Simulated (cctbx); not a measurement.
# Symmetry from intensities

Cell: a = 5.6830 Å, b = 5.6830 Å, c = 8.8780 Å, α = 90.00°, β = 90.00°, γ = 120.00°. Expected content of the cell: Ho1 Cd6 Ge5 Ga1.

Simulated single-crystal data (cctbx): Mo Kα, λ = 0.71073 Å, to d = 0.7 Å, 80 % of the full sphere, strongest reflection 5000 counts, noise from counting, a 2 % proportional error and a noise floor of 2 counts (s.d.); no absorption, some extinction.

Tests on the unmerged data give:

```text
2438 reflections to d = 0.701 A
centring   violations  <I/sigma> of those
    A        879 of  1200      8.9
    B        880 of  1211      8.9
    C        925 of  1217      8.9
    I        865 of  1192      8.9
    R       1205 of  1627      9.9
    F       1342 of  1814      8.9
Laue class    unique    Rint  (classes that these axes allow; Friedel mates merged)
P -1             1444   0.033
P 1 1 2/m         799   0.038
P -3              508   0.041
P -3 1 m          298   0.042
P -3 m 1          325   0.042
P 6/m             275   0.043
P 6/m m m         195   0.043
space group    extra absences  I>4sigma  <I/sigma>
P 6 2 2                 0          0         -  acentric
P 6 m m                 0          0         -  acentric
P -6 m 2                0          0         -  acentric
P -6 2 m                0          0         -  acentric
P 6/m m m               0          0         -  centric
Wilson B = 0.60 A^2   <|E^2-1|> = 0.853 (0.968 centric, 0.736 acentric)   E^2>4: 1.5 %
shell (A)         n   <I/sigma>
 8.88 - 1.40     36     40.8
 1.40 - 1.11     24     39.9
 1.11 - 0.97     22     34.8
 0.97 - 0.88     26     33.7
 0.88 - 0.82     20     41.6
 0.82 - 0.77     25     25.7
 0.77 - 0.73     20     26.1
 0.73 - 0.70     22     24.9
```

Q: Read the symmetry from these tables.

Every centring test has many violations, so the lattice is primitive.

Rint stays low (0.033 to 0.043) up to P 6/m m m, the highest class in these axes.

5 settings pass the absence test. No glide or screw absences show, which leaves P 6 2 2, P 6 m m, P -6 m 2, P -6 2 m and P 6/m m m.

⟨|E²−1|⟩ = 0.853 lies between the two ideal values. The Wilson B of 0.60 Å² means U ≈ 0.0076 Å².

The true group is P6mm (no. 183), Laue class 6/mmm, non-centrosymmetric. The tables only narrow the choice to the tied entries; cell content, site symmetry and trial solutions must settle it.

The model is made up (kin elements in a known structure type, no relaxation), so it says nothing on whether the phase exists.

[Logs are printed without paths, hosts, clocks, repeated set-up lines and the standing remarks that a program may print on its own settings, such as how far it seeks lower states.]
